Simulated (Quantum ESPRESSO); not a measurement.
**Magnetic state of NiS2 (Vaesite) from several starts**

Does NiS2 (Vaesite) prefer parallel or opposed moments?

Method: PBEsol with U = 6 eV on Ni d (ortho-atomic projectors); plane waves with GBRV 1.5 PBEsol potentials, no spin-orbit coupling, in Quantum ESPRESSO 7.5.

### 1. The structure

It takes space group Pa-3 (No. 205, cubic). Conventional cell: a = 5.687 Å, b = 5.687 Å, c = 5.687 Å, α = 90.00°, β = 90.00°, γ = 90.00°. Nearest to Ni lie 6 S at 2.40 Å. Nearest to S lie 1 S at 2.06 Å and 3 Ni at 2.40 Å. Farther neighbours and most contacts between anions are not listed.

The cell comes from the Crystallography Open Database.

### 2. Start 1: ferro ++++

The signs are those of the starting moments on the seeded atoms, the atoms that are given a moment.

Input file pw.in:

```
&CONTROL
  calculation = 'scf'
  prefix = 'pwscf'
  outdir = './tmp'
  pseudo_dir = './pseudo'
  disk_io = 'nowf'
/
&SYSTEM
  ibrav = 0
  nat = 12
  ntyp = 2
  ecutwfc = 40
  ecutrho = 280
  nbnd = 80
  occupations = 'smearing'
  smearing = 'fd'
  degauss = 0.00367493
  nspin = 2
  starting_magnetization(1) = 0.1111
  starting_magnetization(2) = 0
/
&ELECTRONS
  conv_thr = 2.4d-08
  electron_maxstep = 150
  mixing_beta = 0.3
/
ATOMIC_SPECIES
Ni     58.6934 ni_pbesol_v1.4.uspp.F.UPF
S      32.0600 s_pbesol_v1.4.uspp.F.UPF
CELL_PARAMETERS angstrom
   5.6873000000    0.0000000000    0.0000000000
   0.0000000000    5.6873000000    0.0000000000
   0.0000000000    0.0000000000    5.6873000000
ATOMIC_POSITIONS crystal
Ni      0.0000000000    0.0000000000    0.0000000000
Ni      0.5000000000    0.0000000000    0.5000000000
Ni      0.5000000000    0.5000000000    0.0000000000
Ni      0.0000000000    0.5000000000    0.5000000000
S       0.3955000000    0.3955000000    0.3955000000
S       0.1045000000    0.6045000000    0.8955000000
S       0.8955000000    0.1045000000    0.6045000000
S       0.6045000000    0.8955000000    0.1045000000
S       0.6045000000    0.6045000000    0.6045000000
S       0.8955000000    0.3955000000    0.1045000000
S       0.1045000000    0.8955000000    0.3955000000
S       0.3955000000    0.1045000000    0.8955000000
K_POINTS automatic
4 4 4 0 0 0
HUBBARD {ortho-atomic}
U Ni-3d 6.0000
```

Command:

```
$ OMP_NUM_THREADS=1 mpirun -n 4 pw.x -nk 4 -in pw.in > pw.out
```

The program printed:

```text
Program PWSCF v.7.5 starts

     Message from routine setup:
     using ibrav=0 with symmetry is DISCOURAGED, use correct ibrav instead

     K-points division:     npool     =       4
     Subspace diagonalization in iterative solution of the eigenvalue problem:

     G-vector sticks info
     --------------------
     sticks:   dense  smooth     PW     G-vecs:    dense   smooth      PW
     Sum        2569    1481    429                98289    42499    6667

     Using Slab Decomposition

     bravais-lattice index     =            0
     lattice parameter (alat)  =      10.7474  a.u.
     unit-cell volume          =    1241.4094 (a.u.)^3
     number of atoms/cell      =           12
     number of atomic types    =            2
     number of electrons       =       120.00
     number of Kohn-Sham states=           80
     kinetic-energy cutoff     =      40.0000  Ry
     charge density cutoff     =     280.0000  Ry
     scf convergence threshold =      2.4E-08
     mixing beta               =       0.3000
     number of iterations used =            8  plain     mixing
     Exchange-correlation= SLA  PW   PSX  PSC
                           (   1   4  10   8   0   0   0)
     Hubbard projectors: ortho-atomic
     Hubbard parameters of DFT+U (Dudarev formulation) in eV:
     U(Ni-3d) =  6.0000

     Internal variables: lda_plus_u =T, lda_plus_u_kind = 0

     Internal variables: orbital_resolved =F, hub_pot_fix =F, apply_U = F

     celldm(1)=  10.747439  celldm(2)=   0.000000  celldm(3)=   0.000000
     celldm(4)=   0.000000  celldm(5)=   0.000000  celldm(6)=   0.000000

     crystal axes: (cart. coord. in units of alat)
               a(1) = (   1.000000   0.000000   0.000000 )
               a(2) = (   0.000000   1.000000   0.000000 )
               a(3) = (   0.000000   0.000000   1.000000 )

     reciprocal axes: (cart. coord. in units 2 pi/alat)
               b(1) = (  1.000000  0.000000  0.000000 )
               b(2) = (  0.000000  1.000000  0.000000 )
               b(3) = (  0.000000  0.000000  1.000000 )

     PseudoPot. # 1 for Ni read from file:
     ni_pbesol_v1.4.uspp.F.UPF
     Pseudo is Ultrasoft + core correction, Zval = 18.0
     Generated by new atomic code, or converted to UPF format
     Using radial grid of  865 points,  6 beta functions with:
                l(1) =   0
                l(2) =   0
                l(3) =   1
                l(4) =   1
                l(5) =   2
                l(6) =   2
     Q(r) pseudized with 10 coefficients,  rinner =    0.980   0.980   0.980
                                                       0.980   0.980

     PseudoPot. # 2 for S  read from file:
     s_pbesol_v1.4.uspp.F.UPF
     Pseudo is Ultrasoft + core correction, Zval =  6.0
     Generated by new atomic code, or converted to UPF format
     Using radial grid of  907 points,  6 beta functions with:
                l(1) =   0
                l(2) =   0
                l(3) =   1
                l(4) =   1
                l(5) =   2
                l(6) =   2
     Q(r) pseudized with  8 coefficients,  rinner =    1.300   1.300   1.300
                                                       1.300   1.300

     atomic species   valence    mass     pseudopotential
     Ni               18.00    58.69340     Ni( 1.00)
     S                 6.00    32.06000     S ( 1.00)

     Starting magnetic structure
     atomic species   magnetization
     Ni              0.111
     S               0.000

     24 Sym. Ops., with inversion, found (18 have fractional translation)

   Cartesian axes

     site n.     atom                  positions (alat units)
         1        Ni     tau(   1) = (   0.0000000   0.0000000   0.0000000  )
         2        Ni     tau(   2) = (   0.5000000   0.0000000   0.5000000  )
         3        Ni     tau(   3) = (   0.5000000   0.5000000   0.0000000  )
         4        Ni     tau(   4) = (   0.0000000   0.5000000   0.5000000  )
         5        S      tau(   5) = (   0.3955000   0.3955000   0.3955000  )
         6        S      tau(   6) = (   0.1045000   0.6045000   0.8955000  )
         7        S      tau(   7) = (   0.8955000   0.1045000   0.6045000  )
         8        S      tau(   8) = (   0.6045000   0.8955000   0.1045000  )
         9        S      tau(   9) = (   0.6045000   0.6045000   0.6045000  )
        10        S      tau(  10) = (   0.8955000   0.3955000   0.1045000  )
        11        S      tau(  11) = (   0.1045000   0.8955000   0.3955000  )
        12        S      tau(  12) = (   0.3955000   0.1045000   0.8955000  )

     number of k points=    11  Fermi-Dirac smearing, width (Ry)=  0.0037
                       cart. coord. in units 2pi/alat
        k(    1) = (   0.0000000   0.0000000   0.0000000), wk =   0.0156250
        k(    2) = (   0.0000000   0.0000000   0.2500000), wk =   0.0937500
        k(    3) = (   0.0000000   0.0000000  -0.5000000), wk =   0.0468750
        k(    4) = (   0.0000000   0.2500000   0.2500000), wk =   0.1875000
        k(    5) = (   0.0000000   0.2500000  -0.5000000), wk =   0.0937500
        [... 6 further k-points ...]

     Dense  grid:    98289 G-vectors     FFT dimensions: (  60,  60,  60)

     Smooth grid:    42499 G-vectors     FFT dimensions: (  48,  48,  48)

     Check: negative core charge=   -0.000007
     Generating pointlists ...
     new r_m :   0.1742 (alat units)  1.8718 (a.u.) for type    1
     new r_m :   0.1493 (alat units)  1.6049 (a.u.) for type    2

     Initial potential from superposition of free atoms

     starting charge     111.9997, renormalised to     120.0000

     STARTING HUBBARD OCCUPATIONS:

     =================== HUBBARD OCCUPATIONS ===================
     ------------------------ ATOM    1 ------------------------
     Tr[ns(  1)] (up, down, total) =   5.00000  3.00000  8.00000
     Atomic magnetic moment for atom   1 =   2.00000
     [... lines left out ...]
     ------------------------ ATOM    2 ------------------------
     Tr[ns(  2)] (up, down, total) =   5.00000  3.00000  8.00000
     Atomic magnetic moment for atom   2 =   2.00000
     [... lines left out ...]
     ------------------------ ATOM    3 ------------------------
     Tr[ns(  3)] (up, down, total) =   5.00000  3.00000  8.00000
     Atomic magnetic moment for atom   3 =   2.00000
     [... lines left out ...]
     ------------------------ ATOM    4 ------------------------
     Tr[ns(  4)] (up, down, total) =   5.00000  3.00000  8.00000
     Atomic magnetic moment for atom   4 =   2.00000
     [... lines left out ...]
     Number of occupied Hubbard levels =   32.0000

     Atomic wfc used for Hubbard projectors are orthogonalized

     Starting wfcs are   84 randomized atomic wfcs

     Self-consistent Calculation

     iteration #  1     ecut=    40.00 Ry     beta= 0.30
     Davidson diagonalization with overlap
     ethr =  1.00E-02,  avg # of iterations =  5.5

     =================== HUBBARD OCCUPATIONS ===================
     ------------------------ ATOM    1 ------------------------
     Tr[ns(  1)] (up, down, total) =   1.72199  0.54831  2.27029
     Atomic magnetic moment for atom   1 =   1.17368
     [... lines left out ...]
     ------------------------ ATOM    2 ------------------------
     Tr[ns(  2)] (up, down, total) =   1.72199  0.54831  2.27029
     Atomic magnetic moment for atom   2 =   1.17368
     [... lines left out ...]
     ------------------------ ATOM    3 ------------------------
     Tr[ns(  3)] (up, down, total) =   1.72199  0.54831  2.27029
     Atomic magnetic moment for atom   3 =   1.17368
     [... lines left out ...]
     ------------------------ ATOM    4 ------------------------
     Tr[ns(  4)] (up, down, total) =   1.72199  0.54831  2.27029
     Atomic magnetic moment for atom   4 =   1.17368
     [... lines left out ...]
     Number of occupied Hubbard levels =    9.0812

     total energy              =   -1508.75950033 Ry
     estimated scf accuracy    <     157.43755058 Ry

     total magnetization       =     4.76 Bohr mag/cell
     absolute magnetization    =     5.46 Bohr mag/cell

     iteration #  2     ecut=    40.00 Ry     beta= 0.30
     Davidson diagonalization with overlap
     ethr =  1.00E-02,  avg # of iterations =  3.0

     total energy              =   -1561.00199656 Ry
     estimated scf accuracy    <      81.88584102 Ry

     total magnetization       =     0.32 Bohr mag/cell
     absolute magnetization    =     0.49 Bohr mag/cell

     iteration #  3     ecut=    40.00 Ry     beta= 0.30
     Davidson diagonalization with overlap
     ethr =  1.00E-02,  avg # of iterations =  2.0

     total energy              =   -1560.78407848 Ry
     estimated scf accuracy    <      22.95297984 Ry

     total magnetization       =     0.70 Bohr mag/cell
     absolute magnetization    =     0.73 Bohr mag/cell

     [... further iterations left out ...]

     iteration # 33     ecut=    40.00 Ry     beta= 0.30
     Davidson diagonalization with overlap
     ethr =  1.99E-09,  avg # of iterations =  2.0

     total energy              =   -1564.02854532 Ry
     estimated scf accuracy    <       0.00000150 Ry

     total magnetization       =     7.93 Bohr mag/cell
     absolute magnetization    =     8.02 Bohr mag/cell

     iteration # 34     ecut=    40.00 Ry     beta= 0.30
     Davidson diagonalization with overlap
     ethr =  1.25E-09,  avg # of iterations =  2.1

     total energy              =   -1564.02854653 Ry
     estimated scf accuracy    <       0.00000006 Ry

     total magnetization       =     7.93 Bohr mag/cell
     absolute magnetization    =     8.03 Bohr mag/cell

     iteration # 35     ecut=    40.00 Ry     beta= 0.30
     Davidson diagonalization with overlap
     ethr =  4.70E-11,  avg # of iterations =  3.3

     total energy              =   -1564.02854669 Ry
     estimated scf accuracy    <       0.00000003 Ry

     total magnetization       =     7.93 Bohr mag/cell
     absolute magnetization    =     8.03 Bohr mag/cell

     iteration # 36     ecut=    40.00 Ry     beta= 0.30
     Davidson diagonalization with overlap
     ethr =  2.68E-11,  avg # of iterations =  3.0

     Magnetic moment per site  (integrated on atomic sphere of radius R)
     atom   1 (R=0.174)  charge= 16.3326  magn=  1.5090
     atom   2 (R=0.174)  charge= 16.3326  magn=  1.5090
     atom   3 (R=0.174)  charge= 16.3326  magn=  1.5090
     atom   4 (R=0.174)  charge= 16.3326  magn=  1.5090
     atom   5 (R=0.149)  charge=  3.0704  magn=  0.1350
     atom   6 (R=0.149)  charge=  3.0704  magn=  0.1350
     atom   7 (R=0.149)  charge=  3.0704  magn=  0.1350
     atom   8 (R=0.149)  charge=  3.0704  magn=  0.1350
     atom   9 (R=0.149)  charge=  3.0704  magn=  0.1350
     atom  10 (R=0.149)  charge=  3.0704  magn=  0.1350
     atom  11 (R=0.149)  charge=  3.0704  magn=  0.1350
     atom  12 (R=0.149)  charge=  3.0704  magn=  0.1350

     End of self-consistent calculation

     =================== HUBBARD OCCUPATIONS ===================
     ------------------------ ATOM    1 ------------------------
     Tr[ns(  1)] (up, down, total) =   4.94430  3.46544  8.40974
     Atomic magnetic moment for atom   1 =   1.47886
     [... lines left out ...]
     ------------------------ ATOM    2 ------------------------
     Tr[ns(  2)] (up, down, total) =   4.94430  3.46544  8.40974
     Atomic magnetic moment for atom   2 =   1.47886
     [... lines left out ...]
     ------------------------ ATOM    3 ------------------------
     Tr[ns(  3)] (up, down, total) =   4.94430  3.46544  8.40974
     Atomic magnetic moment for atom   3 =   1.47886
     [... lines left out ...]
     ------------------------ ATOM    4 ------------------------
     Tr[ns(  4)] (up, down, total) =   4.94430  3.46544  8.40974
     Atomic magnetic moment for atom   4 =   1.47886
     [... lines left out ...]
     Number of occupied Hubbard levels =   33.6390

     [... lines left out ...]
     the Fermi energy is    11.1666 ev

!    total energy              =   -1564.02854682 Ry
     estimated scf accuracy    <          9.9E-09 Ry
     smearing contrib. (-TS)   =      -0.00081377 Ry
     internal energy E=F+TS    =   -1564.02773305 Ry

     The total energy is F=E-TS. E is the sum of the following terms:
     one-electron contribution =   -1137.33885053 Ry
     hartree contribution      =     623.90229369 Ry
     xc contribution           =    -208.02084147 Ry
     ewald contribution        =    -843.03265995 Ry
     Hubbard energy            =       0.46232522 Ry

     total magnetization       =     7.93 Bohr mag/cell
     absolute magnetization    =     8.03 Bohr mag/cell

     convergence has been achieved in  36 iterations

=------------------------------------------------------------------------------=
   JOB DONE.
=------------------------------------------------------------------------------=
```

Elapsed: 3.4 min, on 4 MPI ranks of Arm Neoverse V2, shared host; peak memory 0.99 GiB; 14 min of CPU time.

Spin moment in the atom's sphere by atom:

| atom | spin moment in the atom's sphere (μB) |
| --- | --- |
| Ni1 | 1.51 |
| Ni2 | 1.51 |
| Ni3 | 1.51 |
| Ni4 | 1.51 |
| S5 | 0.14 |
| S6 | 0.14 |
| S7 | 0.14 |
| S8 | 0.14 |
| S9 | 0.14 |
| S10 | 0.14 |
| S11 | 0.14 |
| S12 | 0.14 |

This step gave:

```yaml
smearing_term_ts: 0.01107 eV
magnetization: 7.931 μB
absolute_magnetization: 8.027 μB
final_state: ferromagnetic
```

(Continued in part 2 of 2.)

[Logs and program files are shortened in this print: banners, set-up blocks, solver, clock and traceback lines can be left out without a mark of their own.]

[Logs are printed without paths, hosts, clocks, repeated set-up lines and the standing remarks that a program may print on its own settings, such as how far it seeks lower states.]

[Hosts, paths, dates, database ids (printed as entryN), source tags and the programs' standing remarks are cut or masked in the printed files.]

[Where a cell is said to come from a database of computed structures, the database is the Materials Project.]
